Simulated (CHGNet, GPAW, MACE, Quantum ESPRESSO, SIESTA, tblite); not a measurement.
## AlN(11-20)/C(110) interface (80 atoms): runs against a plane-wave reference

The cell holds 80 atoms: 16 Al, 16 N and 48 C. Its edges and angles: a = 10.741 Å, b = 5.013 Å, c = 22.270 Å, α = 90.0°, β = 90.0°, γ = 90.0°. Wurtzite AlN(11-20), 4 repeat layers, 2 surface cells, strained -0.37 and +0.63 %; diamond-structure C(110), 4 layers, 6 cells, +0.37 and -0.62 %; outer planes 1.82 Å apart, 12 Å of vacuum above; not relaxed, displaced by a Gaussian of 0.02 Å. Then every atom was moved at random, 0.03 Å r.m.s. a Cartesian component. Regions: AlN, 32 atoms (16 Al and 16 N); C, 48 atoms (48 C). Vacuum lies along c.

Geometry: as built.

The reference, a calculation:

- method: Kohn-Sham DFT, PBE, SSSP efficiency 1.3.0 pseudopotentials, plane waves (Quantum ESPRESSO 7.5); sssp-pbe-1.3.0-efficiency, cutoffs 60/480 Ry, Γ point
- r.m.s. force component: 1.825 eV/Å
- longest force: 5.581 eV/Å
- time: 8.6 min on 4 MPI ranks of Arm Neoverse N1, shared host
- CPU time: 34 min

**Question.** The same geometry is run in other programs. How far does each lie from the reference, and what does it cost?
- MACE MP-0b2 small potential (MACE MP-0b2 small; 1 thread)
- GPAW PBE, LCAO dzp, h 0.18 Å, other mixer settings (GPAW 26.7.0; 2 MPI ranks)
- GPAW PBE, LCAO dzp, h 0.18 Å (GPAW 26.7.0; 1 thread)
- MACE MPA-0 medium potential (MACE MPA-0 medium; 1 thread)
- GPAW PBE, LCAO dzp, h 0.15 Å (GPAW 26.7.0; 2 MPI ranks)
- SIESTA PBE, DZ, shift 0.01 Ry, mesh 500 Ry (SIESTA 5.4.2; 2 MPI ranks)
- QE PBE, gbrv-1.5, 40/200 Ry (Quantum ESPRESSO 7.5; 2 MPI ranks)
- tblite GFN1-xTB (tblite 0.8.0; 1 thread)
- CHGNet r2SCAN potential (CHGNet r2SCAN; 1 thread)

Differences are against the plane-wave reference, forces as r.m.s. over components; share is that over the reference's r.m.s. force, slope the least-squares factor from reference forces to these. Total energies of different programs have different zeros and aren't compared.

```tsv
run	Δ force, r.m.s. (meV/Å)	share (%)	slope	cores	CPU time	memory (GiB)
reference	-	-	-	4	34 min	3.5
MACE MP-0b2 small potential	658	36.1	0.817	1	11 s	0.67
GPAW PBE, LCAO dzp, h 0.18 Å, other mixer settings	135	7.38	0.981	2	18 min	1.6
GPAW PBE, LCAO dzp, h 0.18 Å	135	7.40	0.980	1	15 min	1.4
MACE MPA-0 medium potential	654	35.8	0.743	1	14 s	1.2
GPAW PBE, LCAO dzp, h 0.15 Å	132	7.25	0.980	2	23 min	2.5
SIESTA PBE, DZ, shift 0.01 Ry, mesh 500 Ry (coarse)	318	17.4	0.992	2	10 min	1.5
QE PBE, gbrv-1.5, 40/200 Ry	10.8	0.594	1.001	2	10 min	0.93
tblite GFN1-xTB	608	33.3	0.846	1	7.7 s	0.12
CHGNet r2SCAN potential	785	43.0	0.818	1	8.4 s	2.5
```

Rows marked coarse were listed beforehand as settings not expected to be converged; some can still land near the reference.

Times of the machine-learned potentials are mostly Python's start and the loading of weights.

CPU time is summed over cores on a shared host, where runs went side by side, so it is rough. Symmetry, cutoffs, thresholds, outputs and thread counts weren't matched or tuned between programs; memory under MPI is the largest rank's times the ranks.

PBE on plane waves or a grid with other potentials, cutoffs or grids, coarse settings apart, differs from the reference by 0.59 % (QE PBE, gbrv-1.5, 40/200 Ry) of the r.m.s. force; this holds the reference's own error, so differences of a few per cent don't tell which side is nearer the exact PBE result. The PBE runs in local orbitals, coarse settings apart, differ by 7.3 % (GPAW PBE, LCAO dzp, h 0.15 Å) to 7.4 % (GPAW PBE, LCAO dzp, h 0.18 Å); basis, grid and potentials can all enter. Tight binding differs by 33 % (tblite GFN1-xTB); it is another model, with fitted parameters of its own, and the xTB methods hold dispersion. Machine-learned potentials differ by 36 % (MACE MPA-0 medium potential) to 43 % (CHGNet r2SCAN potential); they were trained on other programs' data, some at another functional. The reference samples few k-points for this cell, and its sampling error, which other DFT runs on the same mesh share, can be part of so large a difference. Among those trained on PBE data the slope goes as low as 0.74, which softening far from their training structures can give, though the reference's k-sampling is untested too. Periodic xTB results under one method name differ between programs and library versions. Machine-learned potentials mimic data converged in k, so the reference's own k-point error enters their differences. The runs have no spin polarisation, so any moments at edges, vacancies or dangling bonds can't form. The electronic-structure runs sample only Γ, in a cell whose shortest periodic width is 5 Å, which is coarse for a cell with partly filled levels.

[Logs are printed without paths, hosts, clocks, repeated set-up lines and the standing remarks that a program may print on its own settings, such as how far it seeks lower states.]

[Hosts, paths, dates, database ids (printed as entryN), source tags and the programs' standing remarks are cut or masked in the printed files.]
